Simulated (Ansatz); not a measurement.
# Decaying states in the gap of Li3OF, part 2 of 3

A new crystal, Li3OF: structure, gap and complex bands. It is built by putting F for Cl in the Li3ClO structure of space group Pm-3m, with the volume rescaled by atomic radii. The parent structure comes from the Materials Project.

Ansatz 0.2.0; LDA DFT, plane waves, PAW files (the session's first sound run).

So far. Step 2 (Cell and atoms at rest): The largest force component on a free atom ends at 4.5e-30 eV/Å.

The structure was built from a prototype and need not be the compound's stable phase.

### Step 3. Band edges

The energy window and the wavevectors of the next steps follow from the band edges, so these are searched first, off the mesh as well.

Contents of input.yaml:

```yaml
crystal:
  lattice:
    - [3.5798113695, 0.0, 0.0]
    - [0.0, 3.5798113695, 0.0]
    - [0.0, 0.0, 3.5798113695]
  atoms:
    - { symbol: Li, position: [0.0, 0.5, 0.5] }
    - { symbol: Li, position: [0.5, 0.0, 0.5] }
    - { symbol: Li, position: [0.5, 0.5, 0.0] }
    - { symbol: F, position: [0.0, 0.0, 0.0] }
    - { symbol: O, position: [0.5, 0.5, 0.5] }
kpoints:
  mp_grid: { grid: [6, 6, 6] }
  band_path: { path: [VBM, CBM], npoints: 30 }
scf:
  occupations: { method: fixed }
hamiltonian:
  xc: lda
output:
  eigenvalues: true
  write_potential: true
  write_density: true
  volumetric_format: npy
  elf: true
```

On the command line:

```console
$ ansatz run input.yaml --threads 2 --pin off --max-ram 4096MiB --backend cpu --events-out ev --progress --plain --runs-dir out
```

Numbers of over 12 decimals in the logs are rounded to 6 here.

The log of the run:

```text
[...]
Crystal: 5 atoms, lattice volume = 45.875 Å³
Basis set: ecut = 420 eV, 895 PW (Γ)
Bands: 16, of which v1, the nominal top of the filled ones, is band 11 counted from 1 (10 counted from 0)
Symmetry: 48 space group operations
[...]
k-points: 20 of 216
[...]
SCF iter   1: F=—  HF=-1959.558137 eV  |F-HF|=—  |Δ(HF+E_count)|=         —  Δρ=2.06e-2  dr2=1.83e-1  ethr=1.77e-3  ⟨swp⟩=4.0  Hψ=1250  notcnv=0  defer=39
[...]
SCF iter   7: F=-1959.494886 eV  HF=-1959.494886 eV  |F-HF|=5.36e-10  |Δ(HF+E_count)|=   6.99e-8  Δρ=4.73e-6  dr2=3.26e-9  ethr=4.55e-10  ⟨swp⟩=6.8  Hψ=1119  notcnv=0
SCF 1 converged in 7 iterations: F = -1959.494886 eV  dr2 = 3.26e-9
[...]
NSCF: frozen V_eff on 20 k-points
[...]
SCF converged after 7 iterations
Free energy (F): -1959.494886 eV
[...]
Internal energy: -1959.494886 eV  (E = F + TS)
E sigma→0 (E₀):  -1959.494886 eV
Fermi energy:    1.460569 eV
[...]
--- Band table (eV; the first three rows and the last of 20) ---
  k-point 0: bands = [... 7 lower, -1.2073, 0.6931, 0.6931, 0.6931, 6.4729, 13.0551, 13.0551, 14.2290, ... 1 higher]
  k-point 1: bands = [... 7 lower, -1.1052, 0.5851, 0.6257, 0.6257, 6.9004, 12.2510, 12.6679, 14.0878, ... 1 higher]
  k-point 2: bands = [... 7 lower, -0.8616, 0.4442, 0.4514, 0.4514, 7.9130, 11.2359, 12.0747, 13.7216, ... 1 higher]
  k-point 19: bands = [... 7 lower, -1.3996, 1.1174, 1.1174, 1.1174, 9.1054, 9.1054, 9.1054, 15.1653, ... 1 higher]
```

Elapsed: 1.4 s, on 2 threads of Arm Neoverse V2, shared host; peak memory 0.27 GiB; 2.6 s of CPU time.

This step gave:

- Fermi energy: 1.461 eV
- gap on the k-mesh: 5.012 eV
- gap on path: 5.012 eV, by band count; negative where bands overlap
- direct gap on path: 5.506 eV
- edge places on path: 0, 1.241 1/A along the path

Electronic bands along the path, in eV, zero at the Fermi level (highest filled level under fixed occupations); v1 is the highest filled band, c1 the lowest empty one:

| point | v4 | v3 | v2 | v1 | c1 |
| --- | --- | --- | --- | --- | --- |
| VBM | -2.06 | -0.92 | 0.00 | 0.00 | 5.51 |
| halfway | -2.30 | -1.06 | -0.96 | -0.40 | 6.24 |
| CBM | -2.67 | -0.77 | -0.77 | -0.77 | 5.01 |

The electronic bands as a text plot (rows in eV; labels by their first letter):

```
    6.1 |            +++++++++++++++++++++++
    5.7 | +++++++++++                       +++++++
    5.3 |+                                         +++++++
    4.9 |                                                 +++++++
    4.5 |
    4.1 |
    3.7 |
    3.3 |
    2.9 |
    2.6 |
    2.2 |
    1.8 |
    1.4 |
    1.0 |
    0.6 |
    0.2 |***
   -0.2 | **************************
   -0.6 |              *******      *****************************
   -1.0 |***************************************************
   -1.4 |
   -1.8 |
   -2.2 |*********************************
   -2.6 |                    ************************************
   -3.0 |****************************************
         V                                                      C
```

Valence density in the ac plane at fractional y = 0.500, with atoms of Li and O within 0.2 Å of it. It is the smooth field of the valence electrons, not physical close to the nuclei.

Ten even steps from '0' (0.0 e/Å³) to '9' (8.3 e/Å³), each cell a mean:
```
00000146300000
00000011000000
00000000000000
00000001000000
10000123210000
52001256520003
95101378631016
63001367520014
10000133210001
00000011100000
00000000000000
00000001000000
00000035200000
00000169510000
```
Columns run along a (3.6 Å), rows up along c (3.6 Å). Atoms in or near the plane, at fractional coordinates: Li at (0.00, 0.50), Li at (0.50, 0.00), O at (0.50, 0.50).

Electrostatic potential energy in the ac plane at fractional y = 0.500, with atoms of Li and O within 0.2 Å of it. With pseudopotentials it is smooth inside the atoms' cores, unlike the true potential.

Ten even steps from '0' (-37 eV) to '9' (6 eV), each cell a mean:
```
99998532368999
99999755689999
99999988899999
88999998999998
56899743489986
24698300149863
02587200038852
13698300049853
45899632379975
78999987899998
99999998999999
99999865689999
99998532468999
99997410258999
```
Columns run along a (3.6 Å; values clipped at the 3rd and 97th percentile), rows up along c (3.6 Å). Atoms in or near the plane, at fractional coordinates: Li at (0.00, 0.50), Li at (0.50, 0.00), O at (0.50, 0.50).

ELF in the ac plane at fractional y = 0.500, with atoms of Li and O within 0.2 Å of it. It is the smooth field of the valence electrons, not physical close to the nuclei.

Ten even steps from '_' (0.01) to '@' (0.98), each cell a mean:
```
__________--%%@@##::________
____________::--..__________
______..::::::::::::::..____
______--**########**++::____
==::__--##%%%%%%%%%%**::__::
@@**..--##%%**++##%%##::..##
@@##..--%%##++::++%%##::--@@
@@**..--##%%**++**%%##::::%%
++::__--##%%%%##%%%%##::__--
______--**####%%####**::____
______::--------------..____
____________......__________
__________::**##**::________
__________++@@@@@@==________
```
Columns run along a (3.6 Å), rows up along c (3.6 Å). Atoms in or near the plane, at fractional coordinates: Li at (0.00, 0.50), Li at (0.50, 0.00), O at (0.50, 0.50).

The searched edges give 5.01 eV, as on the mesh.

### Step 4. Complex bands

This step: LDA DFT, plane waves, PAW files; complex bands by layer matching along the plane's normal (Ansatz 0.2.0).

The same crystal is laid in a cell whose first two vectors span the (111) plane (indices of the standard conventional cell, whose axes can be ordered otherwise than in the bulk input). At fixed energy and wavevector in the plane the solver finds all kz, real and complex. A few wavevectors are listed, (0, 0), (-0.5, -0.5) and (0.5, 0) in units of the plane's reciprocal vectors; the slowest state needn't be among them.

Contents of input.yaml:

```yaml
crystal:
  lattice:
    - [5.062617789, 0.0, 0.0]
    - [2.531308895, 4.384355615, 0.0]
    - [2.531308895, 1.461451872, 2.066805058]
  atoms:
    - { symbol: Li, position: [0.5, 0.5, 0.0] }
    - { symbol: Li, position: [0.0, 0.5, 0.0] }
    - { symbol: Li, position: [0.5, 0.0, 0.0] }
    - { symbol: F, position: [0.0, 0.0, 0.0] }
    - { symbol: O, position: [0.5, 0.5, 0.5] }
kpoints:
  mp_grid: { grid: [12, 12, 12] }
scf:
  occupations: { method: fixed }
hamiltonian:
  xc: lda
output:
  eigenvalues: true
  transmission:
    leads: [[0, 0]]
    kpoints: [[0.0, 0.0], [-0.5, -0.5], [0.5, 0.0]]
    e_range: [-1.0, 6.01]
    de: 0.18
```

The log of the run:

```text
basis.fft_grid_basis auto: the FFT boxes are laid along the combinations [[1, 0, -1], [0, 1, -1], [0, 0, 1]] of the cell's own vectors, 3.580, 3.580 and 3.580 Å long. The dense box has 24×24×24 points. Along the cell's own vectors, as sized, it would have 36×36×24, 2.25 times as many. basis.fft_grid_basis: typed keeps the cell's own vectors: state it where this run's energies or levels are differenced outside the engine with another run's, or held beside a run that keeps those vectors.
[...]
Crystal: 5 atoms, lattice volume = 45.875 Å³
Basis set: ecut = 420 eV, 895 PW (Γ), FFT grids on a1−a3, a2−a3, a3
Bands: 16, of which v1, the nominal top of the filled ones, is band 11 counted from 1 (10 counted from 0)
Symmetry: 48 space group operations
[...]
k-points: 84 of 1728
[...]
SCF iter   1: F=—  HF=-1959.558208 eV  |F-HF|=—  |Δ(HF+E_count)|=         —  Δρ=2.06e-2  dr2=1.83e-1  ethr=1.77e-3  ⟨swp⟩=4.0  Hψ=5185  notcnv=0  defer=165
[...]
SCF iter   7: F=-1959.494959 eV  HF=-1959.494959 eV  |F-HF|=5.54e-10  |Δ(HF+E_count)|=   6.98e-8  Δρ=4.75e-6  dr2=3.27e-9  ethr=4.55e-10  ⟨swp⟩=6.7  Hψ=4726  notcnv=0
SCF 1 converged in 7 iterations: F = -1959.494959 eV  dr2 = 3.27e-9
[...]
transmission: 3 of 9 steps passed
transmission: 6 of 9 steps passed
transmission: 9 of 9 steps passed
SCF converged after 7 iterations
Free energy (F): -1959.494959 eV
[...]
Internal energy: -1959.494959 eV  (E = F + TS)
E sigma→0 (E₀):  -1959.494959 eV
Fermi energy:    1.460576 eV
[...]
--- Band table (eV; the first three rows and the last of 84) ---
  k-point 0: bands = [... 7 lower, -1.2073, 0.6932, 0.6932, 0.6932, 6.4729, 13.0551, 13.0551, 14.2290, ... 1 higher]
  k-point 1: bands = [... 7 lower, -1.0407, 0.4712, 0.7214, 0.7214, 6.7859, 12.5056, 12.5056, 13.8549, ... 1 higher]
  k-point 2: bands = [... 7 lower, -0.8446, 0.2660, 0.7999, 0.7999, 7.4743, 11.5121, 11.5121, 13.0376, ... 1 higher]
  k-point 83: bands = [... 7 lower, -0.6507, 0.4303, 0.9390, 1.0037, 7.8853, 10.8465, 11.0335, 13.1613, ... 1 higher]
--- Transmission ---
  basis      : 199 plane waves across, 3 finite elements along
  points     : 3, as listed
  energies   : 39 from -1.000000 to 5.840000 eV about the Fermi level, 0.180000 eV apart; the leads are filled to 2.506175 eV, and channels, transmission and decay are at 2.420000 eV
  crystal 0  : Li3F1O1, at the sites [0, 0], period 2.0668 Å: whole cells are its period
    offset         : up to 0.0000 Å between an atom of the period and one for which it stands
    channels       : 0.000000e0 a spin
    conductance    : none, the energies end too early or step too widely for 300 K: set another output.transmission.e_range or a lower de, or, where they end at an eighth of basis.ecutwfc, a higher one
    slowest decay  : 0.4801 /Å at (0.5000, 0.0000)
```

Run time: 23 s. Hardware: 2 threads; peak memory 0.49 GiB; 45 s of CPU time.

This step gave:

- free energy: -1959.4950 eV
- level to which the leads are filled: 2.506 eV from the Fermi level
- decay constant at the filling level, zone centre: 0.4945 Å⁻¹
- decay constant at the filling level, slowest listed point: 0.4801 Å⁻¹

K parallel (0, 0); values up to 1.5 1/Å, a degenerate pair printed once or twice; energies at which all values exceed this have no row. Im kz of the slowest decaying states against energy, zero at the highest filled level on the SCF mesh:

| energy (eV) | decay 1 (Å⁻¹) | decay 2 (Å⁻¹) | decay 3 (Å⁻¹) | decay 4 (Å⁻¹) |
| --- | --- | --- | --- | --- |
| -1.00 | 0.415 | 0.656 | 1.17 | 1.35 |
| -0.64 | 0.172 | 0.328 | 1.17 | 1.37 |
| -0.46 | 0.233 | 0.255 | 1.17 | 1.37 |
| -0.10 | 0.225 | 0.349 | 0.672 | 1.17 |
| 0.08 | 0.304 | 0.380 | 0.838 | 1.18 |
| 0.44 | 0.394 | 0.427 | 1.04 | 1.18 |
| 0.62 | 0.424 | 0.444 | 1.10 | 1.19 |
| 0.98 | 0.469 | 0.470 | 1.20 | 1.20 |
| 1.16 | 0.480 | 0.487 | 1.20 | 1.24 |
| 1.52 | 0.493 | 0.515 | 1.20 | 1.30 |
| 1.70 | 0.496 | 0.526 | 1.20 | 1.33 |
| 2.06 | 0.499 | 0.543 | 1.20 | 1.34 |
| 2.24 | 0.497 | 0.550 | 1.20 | 1.34 |
| 2.60 | 0.490 | 0.560 | 1.20 | 1.32 |
| 2.78 | 0.484 | 0.564 | 1.20 | 1.32 |
| 3.14 | 0.466 | 0.568 | 1.19 | 1.31 |
| 3.32 | 0.453 | 0.569 | 1.19 | 1.30 |
| 3.68 | 0.422 | 0.568 | 1.18 | 1.28 |
| 3.86 | 0.401 | 0.566 | 1.17 | 1.28 |
| 4.22 | 0.348 | 0.561 | 1.16 | 1.26 |
| 4.40 | 0.313 | 0.557 | 1.15 | 1.25 |
| 4.76 | 0.211 | 0.546 | 1.14 | 1.24 |
| 4.94 | 0.115 | 0.539 | 1.13 | 1.23 |
| 5.30 | 0.522 | 1.11 | 1.21 | 1.49 |
| 5.48 | 0.512 | 1.10 | 1.20 | 1.49 |
| 5.84 | 0.487 | 1.08 | 1.18 | 1.48 |

K parallel (-0.5, -0.5); values up to 1.5 1/Å, a degenerate pair printed once or twice; energies at which all values exceed this have no row. Im kz of the slowest decaying states against energy, zero at the highest filled level on the SCF mesh:

| energy (eV) | decay 1 (Å⁻¹) | decay 2 (Å⁻¹) | decay 3 (Å⁻¹) | decay 4 (Å⁻¹) |
| --- | --- | --- | --- | --- |
| -1.00 | 0.348 | 0.942 | 1.03 | - |
| -0.64 | 0.0231 | 0.858 | 0.962 | 0.994 |
| -0.28 | 0.223 | 0.941 | 1.05 | 1.05 |
| 0.08 | 0.149 | 0.255 | 0.348 | 0.973 |
| 0.44 | 0.310 | 0.416 | 0.561 | 0.991 |
| 0.80 | 0.382 | 0.461 | 0.718 | 1.00 |
| 0.98 | 0.407 | 0.479 | 0.776 | 1.00 |
| 1.34 | 0.441 | 0.506 | 0.867 | 1.01 |
| 1.70 | 0.463 | 0.525 | 0.937 | 1.00 |
| 2.06 | 0.475 | 0.538 | 0.991 | 1.000 |
| 2.42 | 0.480 | 0.546 | 0.993 | 1.03 |
| 2.78 | 0.478 | 0.550 | 0.986 | 1.07 |
| 3.14 | 0.469 | 0.549 | 0.977 | 1.10 |
| 3.50 | 0.453 | 0.543 | 0.967 | 1.12 |
| 3.86 | 0.430 | 0.533 | 0.956 | 1.14 |
| 4.04 | 0.414 | 0.527 | 0.950 | 1.14 |
| 4.40 | 0.376 | 0.509 | 0.939 | 1.11 |
| 4.76 | 0.322 | 0.486 | 0.928 | 1.08 |
| 5.12 | 0.242 | 0.456 | 0.916 | 1.04 |
| 5.48 | 0.0654 | 0.415 | 0.905 | 1.00 |
| 5.84 | 0.359 | 0.894 | 0.961 | 1.17 |

K parallel (0.5, 0); values up to 1.5 1/Å, a degenerate pair printed once or twice; energies at which all values exceed this have no row. Im kz of the slowest decaying states against energy, zero at the highest filled level on the SCF mesh:

| energy (eV) | decay 1 (Å⁻¹) | decay 2 (Å⁻¹) | decay 3 (Å⁻¹) | decay 4 (Å⁻¹) |
| --- | --- | --- | --- | --- |
| -1.00 | 0.348 | 0.942 | 1.03 | - |
| -0.64 | 0.0231 | 0.858 | 0.962 | 0.994 |
| -0.28 | 0.223 | 0.941 | 1.05 | 1.05 |
| 0.08 | 0.149 | 0.255 | 0.348 | 0.973 |
| 0.44 | 0.310 | 0.416 | 0.561 | 0.991 |
| 0.80 | 0.382 | 0.461 | 0.718 | 1.00 |
| 0.98 | 0.407 | 0.479 | 0.776 | 1.00 |
| 1.34 | 0.441 | 0.506 | 0.867 | 1.01 |
| 1.70 | 0.463 | 0.525 | 0.937 | 1.00 |
| 2.06 | 0.475 | 0.538 | 0.991 | 1.000 |
| 2.42 | 0.480 | 0.546 | 0.993 | 1.03 |
| 2.78 | 0.478 | 0.550 | 0.986 | 1.07 |
| 3.14 | 0.469 | 0.549 | 0.977 | 1.10 |
| 3.50 | 0.453 | 0.543 | 0.967 | 1.12 |
| 3.86 | 0.430 | 0.533 | 0.956 | 1.14 |
| 4.04 | 0.414 | 0.527 | 0.950 | 1.14 |
| 4.40 | 0.376 | 0.509 | 0.939 | 1.11 |
| 4.76 | 0.322 | 0.486 | 0.928 | 1.08 |
| 5.12 | 0.242 | 0.456 | 0.916 | 1.04 |
| 5.48 | 0.0654 | 0.415 | 0.905 | 1.00 |
| 5.84 | 0.359 | 0.894 | 0.961 | 1.17 |

At the listed wavevectors the last open channel is at -0.10 eV and the next at +5.12 eV on the grid. At +2.42 eV, the grid energy nearest the filling level (the middle of the gap on the SCF mesh), the slowest state at the listed wavevectors decays with κ = 0.480 Å⁻¹, its amplitude falling by e over 2.1 Å. Through 1 nm of this crystal that state's transmission falls by exp(−2 × 0.480 Å⁻¹ × 10 Å) = 6.8e-5.

### Step 5. Decay over the two-dimensional zone

The listed points could miss the slowest state, so one energy near mid-gap is solved on a mesh of 12×12.

input.yaml, as its differences from that of step 4:

```diff
@@ -19,6 +19,2 @@
   eigenvalues: true
-  transmission:
-    leads: [[0, 0]]
-    kpoints: [[0.0, 0.0], [-0.5, -0.5], [0.5, 0.0]]
-    e_range: [-1.0, 6.01]
-    de: 0.18
+  transmission: { leads: [[0, 0]], kmesh: [12, 12], e_range: [2.51, 2.52], de: 0.05 }
```

The log of the run:

```text
[...]
Crystal: 5 atoms, lattice volume = 45.875 Å³
Basis set: ecut = 420 eV, 895 PW (Γ), FFT grids on a1−a3, a2−a3, a3
Bands: 16, of which v1, the nominal top of the filled ones, is band 11 counted from 1 (10 counted from 0)
Symmetry: 48 space group operations
[...]
k-points: 84 of 1728
[...]
SCF iter   1: F=—  HF=-1959.558208 eV  |F-HF|=—  |Δ(HF+E_count)|=         —  Δρ=2.06e-2  dr2=1.83e-1  ethr=1.77e-3  ⟨swp⟩=4.0  Hψ=5185  notcnv=0  defer=165
[...]
SCF iter   7: F=-1959.494959 eV  HF=-1959.494959 eV  |F-HF|=5.54e-10  |Δ(HF+E_count)|=   6.98e-8  Δρ=4.75e-6  dr2=3.27e-9  ethr=4.55e-10  ⟨swp⟩=6.7  Hψ=4726  notcnv=0
SCF 1 converged in 7 iterations: F = -1959.494959 eV  dr2 = 3.27e-9
[...]
transmission: 12 of 57 steps passed
transmission: 24 of 57 steps passed
[...]
transmission: 57 of 57 steps passed
SCF converged after 7 iterations
Free energy (F): -1959.494959 eV
[...]
Internal energy: -1959.494959 eV  (E = F + TS)
E sigma→0 (E₀):  -1959.494959 eV
Fermi energy:    1.460576 eV
[...]
--- Band table (eV; the first three rows and the last of 84) ---
  k-point 0: bands = [... 7 lower, -1.2073, 0.6932, 0.6932, 0.6932, 6.4729, 13.0551, 13.0551, 14.2290, ... 1 higher]
  k-point 1: bands = [... 7 lower, -1.0407, 0.4712, 0.7214, 0.7214, 6.7859, 12.5056, 12.5056, 13.8549, ... 1 higher]
  k-point 2: bands = [... 7 lower, -0.8446, 0.2660, 0.7999, 0.7999, 7.4743, 11.5121, 11.5121, 13.0376, ... 1 higher]
  k-point 83: bands = [... 7 lower, -0.6507, 0.4303, 0.9390, 1.0037, 7.8853, 10.8465, 11.0335, 13.1613, ... 1 higher]
--- Transmission ---
  basis      : 199 plane waves across, 3 finite elements along
  points     : 19, standing for a mesh of 12 x 12
  energies   : 1 from 2.510000 to 2.510000 eV about the Fermi level; the leads are filled to 2.506175 eV, and channels, transmission and decay are at 2.510000 eV
  crystal 0  : Li3F1O1, at the sites [0, 0], period 2.0668 Å: whole cells are its period
[...]
channels       : 0.000000e0 a spin
    conductance    : none, crystal 0 has no channel at the energies, or these end too early or step too widely for 300 K: set another output.transmission.e_range or a lower de, or, where they end at an eighth of basis.ecutwfc, a higher one
    slowest decay  : 0.4802 /Å at (0.5000, 0.0000)
```

The job ended after 13 s (2 threads; peak memory 0.46 GiB; 25 s of CPU time).

This step gave:

```
least decay constant on the mesh : 0.4802 Å⁻¹
```

Slowest decay constant (1/Å; 0 where a channel is open) over k1 and k2. At 2.5100 eV from the Fermi level.

Ten even steps from '0' (0.480) to '9' (0.533):
```
125521136631
357533579753
755767988976
323698656896
113785335873
015963236951
137853358731
369865689632
767988976755
335797533575
113663112552
013731013731
```
Columns: k1 (b1) from -0.5 to 0.417; rows upwards: k2 (b2) from -0.5 to 0.417.

The least value on the mesh is 0.480 Å⁻¹ at +2.51 eV. At that energy the listed points give about 0.48 Å⁻¹ by interpolation, so the mesh holds no clearly slower state.

(Part 2 of 3 ends here.)

[Logs are printed without paths, hosts, clocks, repeated set-up lines and the standing remarks that a program may print on its own settings, such as how far it seeks lower states.]

[Hosts, paths, dates, database ids (printed as entryN), source tags and the programs' standing remarks are cut or masked in the printed files.]
